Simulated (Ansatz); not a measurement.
# C2S3 (P2_1/c): converging the G0W0 gap, part 2 of 2

Aim: see how the G0W0 gap of C2S3 (P2_1/c) on PBE moves with empty bands and screening cutoff, and what each rung costs.

Ansatz 0.2.0; G0W0 on PBE, plane waves, PAW; PAW set soft_1. Known limits of the many-body steps: not at the basis limit; coarse k mesh.

So far. Step 4 (1027 empty bands, screening to 110 eV): Against the run with 4×2×2 mesh, 477 empty bands, screening to 66 eV, PAW set soft_1 files, the gap moves by +0.007 eV.

### 5. Changing the k mesh: 2×2×2 mesh, 477 empty bands, screening to 66 eV, PAW set soft_1 files

A second mesh at equal bands and cutoff isolates the sampling error. Bands and cutoff differ from the step before, so it is read against an earlier run that matches them.

The input, input.yaml:

```yaml
crystal:
  lattice:
    - [5.805, 0.0, 0.0]
    - [0.0, 6.6377, 0.0]
    - [-3.5391430821, 0.0, 10.1819277854]
  atoms:
    - { symbol: C, position: [0.4275340412, 0.9956591813, 0.0389019337] }
    - { symbol: C, position: [0.5724659588, 0.4956591813, 0.4610980663] }
    - { symbol: C, position: [0.5724659588, 0.0043408187, 0.9610980663] }
    - { symbol: C, position: [0.4275340412, 0.5043408187, 0.5389019337] }
    - { symbol: C, position: [0.2857765633, 0.3123523348, 0.8947240389] }
    - { symbol: C, position: [0.7142234367, 0.8123523348, 0.6052759611] }
    - { symbol: C, position: [0.7142234367, 0.6876476652, 0.1052759611] }
    - { symbol: C, position: [0.2857765633, 0.1876476652, 0.3947240389] }
    - { symbol: S, position: [0.2143970329, 0.1860506622, 0.019479966] }
    - { symbol: S, position: [0.7856029671, 0.6860506622, 0.480520034] }
    - { symbol: S, position: [0.7856029671, 0.8139493378, 0.980520034] }
    - { symbol: S, position: [0.2143970329, 0.3139493378, 0.519479966] }
    - { symbol: S, position: [0.5239473935, 0.2046179098, 0.852551854] }
    - { symbol: S, position: [0.4760526065, 0.7046179098, 0.647448146] }
    - { symbol: S, position: [0.4760526065, 0.7953820902, 0.147448146] }
    - { symbol: S, position: [0.5239473935, 0.2953820902, 0.352551854] }
    - { symbol: S, position: [0.1369031152, 0.5137988273, 0.8191576789] }
    - { symbol: S, position: [0.8630968848, 0.0137988273, 0.6808423211] }
    - { symbol: S, position: [0.8630968848, 0.4862011727, 0.1808423211] }
    - { symbol: S, position: [0.1369031152, 0.9862011727, 0.3191576789] }
kpoints:
  mp_grid: { grid: [2, 2, 2] }
hamiltonian:
  xc: pbe
  pseudopotentials: { kind: paw, azcp: { folder: soft_1 } }
scf:
  occupations: { method: fixed }
gw:
  n_empty_bands: 477
  ecut_chi: 66
  qp_bands: [v4, c4]
  qp_kpoints: band_edges
  screening: { model: contour_deformation }
```

The run is started by

```
$ ansatz run input.yaml --threads 2 --pin off --max-ram 92160MiB --backend cuda --events-out ev --progress --plain --runs-dir out --devices 1 --max-vram 13GiB
```

Numbers of over 12 decimals in the logs are rounded to 6 here.

Log:

```text
GPUs: using 1 of 1 available (devices: 1).
[...]
GPU FFT provider: cuFFT
GPU libraries: cuBLAS 13.8.2, cuFFT 12.4.0, cuSOLVER 12.3.4
Crystal: 20 atoms, lattice volume = 392.328 Å³
Basis set: ecut = 420 eV, 7669 PW (Γ)
Bands: 72, of which v1, the nominal top of the filled ones, is band 52 counted from 1 (51 counted from 0)
Symmetry: 4 space group operations
[...]
k-points: 8
[...]
0    56      6.0954   -10.0751    -3.5121   -14.4862  0.7346     7.0335     6.9943  root
[...]
7    53      5.4817    -9.4002    -3.3375   -13.5983  0.7415     6.3654     6.3424  root
     7    54      5.4817    -9.4002    -3.3375   -13.5983  0.7415     6.3654     6.3424  root
     7    55      5.7377    -9.6750    -3.4310   -14.0242  0.7361     6.6876     6.6560  root
     7    56      5.7377    -9.6750    -3.4310   -14.0242  0.7361     6.6876     6.6560  root
[key lines of the parts left out:]
SCF converged after 10 iterations
Free energy (F): -12825.501499 eV
Fermi energy:    3.709518 eV
```

The job ended after 33 s (1 × NVIDIA H100 80GB HBM3 (shared by 6 runs) with 2 threads of AMD EPYC 7R13 (Zen 3), shared host; peak memory 2 GiB).

This step gave:

```yaml
bands_summed: 529
rpa_eps_infinity_on_this_mesh_eigenvalues: 4.163, 4.657, 5.072
plane_waves_in_the_screening_matrix: 475
g0w0_gap_on_the_mesh: 2.795 eV
k_of_the_valence_top: -0.5, 0, 0
k_of_the_conduction_bottom: 0, 0, 0
starting_gap_on_the_mesh: 1.590 eV
least_direct_g0w0_gap_on_the_computed_points: 2.820 eV
```

Against the run with 4×2×2 mesh, 477 empty bands, screening to 66 eV, PAW set soft_1 files, the gap moves by −0.002 eV.

### 6. Changing the frequency model: 4×2×2 mesh, 1027 empty bands, screening to 110 eV, plasmon pole, PAW set soft_1 files

A plasmon pole stands in for the full frequency dependence of the screening; this run shows what that costs in accuracy. Bands and cutoff differ from the step before, so it is read against an earlier run that matches them.

input.yaml, as its differences from that of step 5:

```diff
@@ -27,3 +27,3 @@
 kpoints:
-  mp_grid: { grid: [2, 2, 2] }
+  mp_grid: { grid: [4, 2, 2] }
 hamiltonian:
@@ -34,6 +34,6 @@
 gw:
-  n_empty_bands: 477
-  ecut_chi: 66
+  n_empty_bands: 1027
+  ecut_chi: 110.0
   qp_bands: [v4, c4]
   qp_kpoints: band_edges
-  screening: { model: contour_deformation }
+  screening: { model: godby_needs }
```

Log:

```text
GPUs: using 1 of 1 available (devices: 1).
[...]
GPU FFT provider: cuFFT
GPU libraries: cuBLAS 13.8.2, cuFFT 12.4.0, cuSOLVER 12.3.4
Crystal: 20 atoms, lattice volume = 392.328 Å³
Basis set: ecut = 420 eV, 7669 PW (Γ)
Bands: 72, of which v1, the nominal top of the filled ones, is band 52 counted from 1 (51 counted from 0)
Symmetry: 4 space group operations
[...]
k-points: 12 of 16
[...]
0    56      6.0954   -10.0876    -3.6330   -14.4859  0.7720     6.8659     6.8608  root
[...]
11    53      5.4818    -9.4394    -3.4507   -13.5983  0.7741     6.1924     6.1899  root
    11    54      5.4818    -9.4394    -3.4507   -13.5983  0.7741     6.1924     6.1899  root
    11    55      5.7379    -9.7125    -3.5365   -14.0239  0.7706     6.5165     6.5128  root
    11    56      5.7379    -9.7125    -3.5365   -14.0239  0.7706     6.5165     6.5128  root
[key lines of the parts left out:]
SCF converged after 10 iterations
Free energy (F): -12825.503343 eV
Fermi energy:    3.708623 eV
```

The job ended after 2.6 min (1 × NVIDIA H100 80GB HBM3 (shared by 6 runs) with 2 threads; peak memory 5.8 GiB).

This step gave:

```
bands summed                                 : 1079
plasmon-pole fit frequency                   : 19.12 eV
RPA ε∞ on this mesh (eigenvalues)            : 4.109, 4.662, 5.043
plane waves in the screening matrix          : 1033
G0W0 gap on the mesh                         : 2.876 eV
k of the valence top                         : -0.5, 0, 0
k of the conduction bottom                   : 0, 0, 0
starting gap on the mesh                     : 1.591 eV
least direct G0W0 gap on the computed points : 2.901 eV
```

Against the run with 4×2×2 mesh, 1027 empty bands, screening to 110 eV, PAW set soft_1 files, the gap moves by +0.07 eV.

### 7. Changing the files and raising the bands: 4×2×2 mesh, 1523 empty bands, screening to 143 eV, hard PAW files

Other atomic data (hard PAW) test the pseudisation: the cutoff goes from 420 to 820 eV, with the same valence electrons. Bands and screening cutoff change too, so the step is no clean test of the files.

This step: G0W0 on PBE, plane waves, PAW.

input.yaml, as its differences from that of step 6:

```diff
@@ -30,3 +30,3 @@
   xc: pbe
-  pseudopotentials: { kind: paw, azcp: { folder: soft_1 } }
+  pseudopotentials: { kind: paw, source: ansatz }
 scf:
@@ -34,6 +34,6 @@
 gw:
-  n_empty_bands: 1027
-  ecut_chi: 110.0
+  n_empty_bands: 1523
+  ecut_chi: 143.0
   qp_bands: [v4, c4]
   qp_kpoints: band_edges
-  screening: { model: godby_needs }
+  screening: { model: contour_deformation }
```

Log:

```text
GPUs: using 1 of 1 available (devices: 1).
[...]
GPU FFT provider: cuFFT
GPU libraries: cuBLAS 13.8.2, cuFFT 12.4.0, cuSOLVER 12.3.4
Crystal: 20 atoms, lattice volume = 392.328 Å³
Basis set: ecut = 820 eV, 20973 PW (Γ)
Bands: 72, of which v1, the nominal top of the filled ones, is band 52 counted from 1 (51 counted from 0)
Symmetry: 4 space group operations
[...]
k-points: 12 of 16
[...]
0    56      6.1197   -10.0942    -3.8588   -14.4922  0.7278     6.6694     6.6589  root
[...]
11    53      5.5061    -9.4446    -3.6482   -13.6020  0.7358     6.0219     6.0153  root
    11    54      5.5061    -9.4446    -3.6482   -13.6020  0.7358     6.0219     6.0153  root
    11    55      5.7629    -9.7183    -3.7546   -14.0285  0.7300     6.3277     6.3185  root
    11    56      5.7629    -9.7183    -3.7546   -14.0285  0.7300     6.3277     6.3185  root
[key lines of the parts left out:]
SCF converged after 10 iterations
Free energy (F): -12825.037951 eV
Fermi energy:    3.733142 eV
```

It took 2.4 min on 1 × NVIDIA H100 80GB HBM3 (shared by 6 runs) with 2 threads; peak memory 12 GiB.

Numbers from this step:

| Property | Result |
| --- | --- |
| bands summed | 1575 |
| RPA ε∞ on this mesh (eigenvalues) | 4.104, 4.656, 5.037 |
| plane waves in the screening matrix | 1525 |
| G0W0 gap on the mesh | 2.807 eV |
| k of the valence top | -0.5, 0, 0 |
| k of the conduction bottom | 0, 0, 0 |
| starting gap on the mesh | 1.592 eV |
| least direct G0W0 gap on the computed points | 2.848 eV |

Against the run with 4×2×2 mesh, 1027 empty bands, screening to 110 eV, PAW set soft_1 files, the gap moves by +0.003 eV.

### 8. Side by side

Times are wall times on 1 × NVIDIA H100 80GB HBM3 (shared by 6 runs) with 2 threads of AMD EPYC 7R13 (Zen 3), shared host, good to a factor of about two.

| mesh | files | frequency | bands summed | cutoff (eV) | start (eV) | G0W0 (eV) | time | host memory (GiB) |
| --- | --- | --- | --- | --- | --- | --- | --- | --- |
| 4×2×2 | PAW set soft_1 | contour deformation | 220 | 33 | 1.591 | 2.802 | 26 s | 1.5 |
| 4×2×2 | PAW set soft_1 | contour deformation | 529 | 66 | 1.591 | 2.796 | 50 s | 2.4 |
| 4×2×2 | PAW set soft_1 | contour deformation | 1079 | 110 | 1.591 | 2.804 | 74 s | 4.6 |
| 2×2×2 | PAW set soft_1 | contour deformation | 529 | 66 | 1.590 | 2.795 | 33 s | 2.0 |
| 4×2×2 | PAW set soft_1 | plasmon pole | 1079 | 110 | 1.591 | 2.876 | 2.6 min | 5.8 |
| 4×2×2 | hard PAW | contour deformation | 1575 | 143 | 1.592 | 2.807 | 2.4 min | 12 |

The parts of the quasiparticle energy at the two band edges (eV; QP = start + Σx + Σc − Vxc):

| run | edge | start | Σx | Σc | Vxc | Z | QP |
| --- | --- | --- | --- | --- | --- | --- | --- |
| 220 bands | valence top | 3.71 | -16.89 | 1.93 | -15.02 | 0.75 | 3.77 |
| 220 bands | conduction bottom | 5.30 | -9.76 | -2.69 | -13.72 | 0.76 | 6.57 |
| 529 bands | valence top | 3.71 | -16.89 | 1.54 | -15.02 | 0.74 | 3.38 |
| 529 bands | conduction bottom | 5.30 | -9.76 | -3.08 | -13.72 | 0.74 | 6.17 |
| 1079 bands | valence top | 3.71 | -16.89 | 1.27 | -15.02 | 0.73 | 3.11 |
| 1079 bands | conduction bottom | 5.30 | -9.76 | -3.34 | -13.72 | 0.74 | 5.91 |

### 9. Results

* 220 bands, 33 eV: 2.802 eV
* 529 bands, 66 eV: 2.796 eV
* 1079 bands, 110 eV: 2.804 eV
* mesh and start: 4×2×2, PBE

What this shows: From 220 to 1079 bands the gap moves by +0.001 eV while the time grows 2.9-fold. Σc changes by −0.66 eV at the valence top and −0.66 eV at the conduction bottom, so the levels themselves move more than the gap between them. The gap turns back along the series, so no limit is drawn from it. On the 2×2×2 mesh in place of 4×2×2 the gap differs by −0.002 eV, of which −0.001 eV is already in the start. The plasmon-pole model gives +0.07 eV against contour deformation, 6 % of the correction, and saved no time in this program. With hard PAW files and 1575 bands the gap is 2.81 eV. The 4×2×2 mesh is coarse for this cell (its supercell is 13 Å along the shortest edge). The RPA ε∞ on it, from the PBE start, is 4.11, 4.66 and 5.04; such meshes misread the long-range screening, most where the gap is narrow.

[Paths, hosts, dates, memory and timing lines, banners, echoed tables and standing remarks are left out of the program output.]

[Logs are printed without paths, hosts, clocks, repeated set-up lines and the standing remarks that a program may print on its own settings, such as how far it seeks lower states.]

[Runs of the session that timed out or met a known fault of the program may be left out.]

[Cells called generated may have been cut or substituted from an entry of the Crystallography Open Database or the Materials Project.]

[Hosts, paths, dates, database ids (printed as entryN), source tags and the programs' standing remarks are cut or masked in the printed files.]
